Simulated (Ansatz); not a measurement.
## Do the potentials matter? V_Si in SiC (F-43m)

Question: how much does the pseudopotential files change the (0/−1) level of V_Si in SiC (F-43m), and what does each choice cost? Model: a cell of 128 host atoms with 1 Si taken out.

Method: plane-wave DFT; relaxations with PBEsol, then single points with PBEsol, on supercells at fixed charge in a uniform background, in Ansatz 0.2.0.

Most raw output is cut from this account.

## 1. Starting point

The cell holds 127 atoms: 63 Si and 64 C. Its edges and angles: a = 12.323 Å, b = 12.323 Å, c = 12.323 Å, α = 60.0°, β = 60.0°, γ = 60.0°. It derives from SiC (space group F-43m). Nearest the centre at fractional (0.500, 0.500, 0.500): C78 at 1.89 Å, C54 at 1.89 Å, C84 at 1.89 Å, C85 at 1.89 Å, Si77 at 3.08 Å, Si83 at 3.08 Å, Si53 at 3.08 Å, Si61 at 3.08 Å. The cell carries charge −1.

Screening for the image-charge correction: ε∞ = 7.06, ε0 = 10.43, computed on the host (DFPT, PBEsol, on the r2SCAN cell), and a cell off the functional's own equilibrium shifts the ionic part.

The cell's shortest repeat is 12.3 Å.

## 2. Relaxing both charge states, PBEsol

The study needs fixed structures, so each charge is relaxed once, at one point at (¼, ¼, ¼), from small random displacements that break the symmetry of the site.

qm1_M3.relax/input.yaml reads:

```yaml
crystal:
  lattice:
    - [0.0, 2.1784557, 2.1784557]
    - [2.1784557, 0.0, 2.1784557]
    - [2.1784557, 2.1784557, 0.0]
  atoms:
    - { symbol: Si, position: [0.0, 0.0, 0.0] }
    - { symbol: C, position: [0.25, 0.25, 0.25] }
  supercell: [4, 4, 4]
  defects: [{ vacancy: 84 }]
total_charge: -1
basis:
  ecutwfc: 420
  xc_grid: 2
hamiltonian:
  xc: pbesol
  pseudopotentials: { kind: paw, azcp: { folder: soft_1 }, xc_functional: pbe }
kpoints:
  mp_grid: { grid: [1, 1, 1], shift: [0.25, 0.25, 0.25] }
magnetization:
  spin_polarized: true
  initial_magnetization: 3
  spin_locking: { lock_magnetization: hard }
scf:
  occupations: { method: fixed }
  max_iter: 60
output:
  forces: true
  charged_corrections:
    epsilon: 7.06
    static_epsilon: 10.43
    defect_position: [0.5, 0.5, 0.5]
relax:
  f_tol: 0.015
  max_steps: 60
  random_displacement: { amplitude: 0.04, seed: 8679 }
checkpoint:
  write: "../qm1_M3.relax.run"
  compress: false
  write_wavefunctions: true
  write_every: 100000
```

On the command line:

```
$ ansatz run input.yaml --threads 8 --pin off --max-ram 18841MiB --backend cpu --events-out ev --progress --plain --runs-dir out
```

Run time: 1.9 min. Hardware: 8 threads of Arm Neoverse V2, shared host; peak memory 5.4 GiB; 14 min of CPU time.

The steps of the relaxation:

```tsv
step	energy less that of the first step (eV)	largest force component (eV/Å)
1	0.0000	2.0373
2	-2.3783	1.1916
3	-3.1917	0.0663
4	-3.1934	0.0093
5	-3.1934	0.0093
```

The atoms that moved most (Å, from the sites as typed, ahead of the random displacement):

```tsv
atom	dx	dy	dz	length
C85	0.099	0.099	0.099	0.171
C54	0.096	-0.094	-0.094	0.164
C78	-0.094	0.096	-0.094	0.164
C84	-0.094	-0.094	0.096	0.164
Si114	0.011	0.005	-0.011	0.016
Si79	0.004	-0.011	0.011	0.016
Si61	-0.011	0.011	0.004	0.016
Si90	0.004	0.011	-0.011	0.016
```

The atoms nearest to the centre after the run:

```tsv
atom	distance (Å)
C84	2.050
C78	2.052
C54	2.052
C85	2.057
Si114	3.063
Si90	3.064
Si108	3.065
Si116	3.065
Si92	3.066
Si61	3.066
Si79	3.066
Si86	3.066
Si55	3.067
Si83	3.068
Si77	3.069
Si53	3.069
```

```tsv
charge	moment set (μB)	steps	largest displacement (Å)	time
−1	3	5	0.17	1.9 min
0	2	7	0.19	4.1 min
```

The relaxation ends 25 meV an atom lower than the displaced start, with a largest force component of 0.0093 eV/Å.

## 3. First setting: soft PAW, 420 eV

Total energies have another zero for each set of files, but a level against the valence top must not depend on them. The spread measures the error of the potentials and cutoffs, not that of the functional or the cell. The single points sample a 2×2×2 shifted mesh.

qm1_M3.fdefault/input.yaml reads:

```yaml
crystal:
  checkpoint: "../qm1_M3.relax.run"
  host: checkpoint
total_charge: -1
basis:
  ecutwfc: 420
  xc_grid: 2
hamiltonian:
  xc: pbesol
  pseudopotentials: { kind: paw, azcp: { folder: soft_1 }, xc_functional: pbe }
kpoints:
  mp_grid: { grid: [2, 2, 2], shift: [0.5, 0.5, 0.5] }
magnetization:
  spin_polarized: true
  initial_magnetization: 3
  spin_locking: { lock_magnetization: hard }
scf:
  occupations: { method: fixed }
  max_iter: 60
output:
  forces: true
  charged_corrections:
    epsilon: 7.06
    static_epsilon: 10.43
    defect_position: [0.5, 0.5, 0.5]
  eigenvalues: true
checkpoint:
  write: "../qm1_M3.fdefault.run"
  compress: false
  write_wavefunctions: false
  write_every: 100000
```

Run time: 3 min. Hardware: 8 threads; peak memory 15 GiB.

Both charges and the host at this setting go to place-levels, which corrects for the image charge and aligns the potentials.

levels.fdefault.yaml reads:

```yaml
host:
  run: host.fdefault.run
states: [qm1_M3.fdefault.run, q0_M2.fdefault.run]
geometry_from:
  qm1_M3.fdefault.run: qm1_M3.relax.run
  q0_M2.fdefault.run: q0_M2.relax.run
  host.fdefault.run: host.relax.run
```

On the command line:

```
$ ansatz place-levels levels.fdefault.yaml -- --threads 8 --pin off --max-ram 18841MiB
```

The job ended after 0.2 s (8 threads).

At this setting the gap is 1.240 eV and (0/−1) lies 0.696 eV above the valence top.

## 4. The other settings

In the defect's inputs only the studied keys change. One input of each further setting:

qm1_M3.fhard/input.yaml, as its differences from qm1_M3.fdefault/input.yaml of step 3:

```diff
@@ -5,3 +5,3 @@
 basis:
-  ecutwfc: 420
+  ecutwfc: 950
   xc_grid: 2
@@ -9,3 +9,3 @@
   xc: pbesol
-  pseudopotentials: { kind: paw, azcp: { folder: soft_1 }, xc_functional: pbe }
+  pseudopotentials: { kind: paw, source: ansatz }
 kpoints:
@@ -27,3 +27,3 @@
 checkpoint:
-  write: "../qm1_M3.fdefault.run"
+  write: "../qm1_M3.fhard.run"
   compress: false
```

qm1_M3.fnc/input.yaml, as its differences from qm1_M3.fhard/input.yaml of step 4:

```diff
@@ -5,3 +5,3 @@
 basis:
-  ecutwfc: 950
+  ecutwfc: 1200
   xc_grid: 2
@@ -9,3 +9,3 @@
   xc: pbesol
-  pseudopotentials: { kind: paw, source: ansatz }
+  pseudopotentials: { kind: nc }
 kpoints:
@@ -27,3 +27,3 @@
 checkpoint:
-  write: "../qm1_M3.fhard.run"
+  write: "../qm1_M3.fnc.run"
   compress: false
```

## 5. Result against cost

Times of the states on 8 threads of Arm Neoverse V2, shared host; the host is run again at each setting:

```tsv
pseudopotential files	gap (eV)	(0/−1) above the valence top (eV)	under the conduction bottom (eV)	level less that at harder PAW, 950 eV (meV)	time, both charge states	time, host and placing	peak memory of a state (GiB)
soft PAW, 420 eV	1.240	0.696	0.545	-1	5.4 min	14 s	15.5
harder PAW, 950 eV	1.235	0.697	0.538	0	17 min	2.4 min	14.4
norm-conserving, 1200 eV	1.236	0.693	0.543	-3	30 min	2.1 s	16.7
```

## 6. Summary of results

```yaml
0_minus_1_level_soft_paw_420_ev: 0.70 eV
0_minus_1_level_harder_paw_950_ev: 0.70 eV
0_minus_1_level_norm_conserving_1200_ev: 0.69 eV
```

In words: Over the settings in the table the level spans 0.003 eV; soft PAW, 420 eV and norm-conserving, 1200 eV lie within 0.02 eV of the reference (harder PAW, 950 eV, 0.70 eV); soft PAW, 420 eV takes 31 % of its time for the two charge states. A reference run passed through metallic iterates and ends with a narrow gap at the filling edge, so the reference itself is in doubt. Only the charges −1 and 0 were run, each from one start, so (0/−1) need not be a change between stable states. The host ran in cells of different size at different settings, so its times don't compare. With nearly degenerate levels at the filling edge in most or all rows, agreement between settings doesn't show that the state itself is settled. At soft PAW, 420 eV, harder PAW, 950 eV and norm-conserving, 1200 eV a state has next to no gap at its filling edge, or overlapping levels, which makes the level less certain. The total moments were set in the input, and no other spin state was tried. Keep in mind: PBEsol makes the gap too small and tends to spread out bound carriers; force components of up to 0.17 eV/Å remain in a run at the final settings.

[Logs are printed without paths, hosts, clocks, repeated set-up lines and the standing remarks that a program may print on its own settings, such as how far it seeks lower states.]

[Hosts, paths, dates, database ids (printed as entryN), source tags and the programs' standing remarks are cut or masked in the printed files.]

[Where a table of states has a column of steps, it counts the stored structures, which are thinned; the runs took as many ionic steps or more.]

[For some hosts the program warned that the k-mesh of the response run may be too coarse for force constants and the static dielectric constant; such warnings are not shown here.]
